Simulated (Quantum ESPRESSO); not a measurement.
# Voltage at the next charge: W(110), 4 layers, one monolayer of Cl on longbridge sites against an electrode

Method. Quantum ESPRESSO 7.5, PBE, GBRV ultrasoft; ESM with bc3, a metal electrode 5.04 Å above the top atoms; cell area 7.061 Å²; ions fixed. V is the potential energy of an electron at the electrode over the slab's Fermi level, divided by e, so that it equals the work function at zero charge; positive charge removes electrons.

```
charge (e a cell)  V (V)
                0  4.572
           0.0106  5.689
           0.0212  6.813
```

One more run was made and is withheld. What is V at a charge of 0.0424 e, and what capacitance do the rows imply?

**Worked estimate.** The last two rows give dV/dq = (6.813 − 5.689)/(0.0212 − 0.0106) = 106.0 V/e, so C = 1602/(7.061 × 106.0) = 2.14 µF/cm², an effective gap of 8.854/2.14 = 4.14 Å. At constant C, V = 6.813 + 106.0 × 0.0212 = 9.06 V.

What the calculation gave: V = 9.077 V; the estimate misses by −0.02 V, 0.7 % of the step. Over the three intervals C goes 2.15, 2.14 and 2.13 µF/cm².

**Limits.** Vacuum fills the gap; a dielectric or electrolyte would change C. The slab is thin.

[Logs are printed without paths, hosts, clocks, repeated set-up lines and the standing remarks that a program may print on its own settings, such as how far it seeks lower states.]
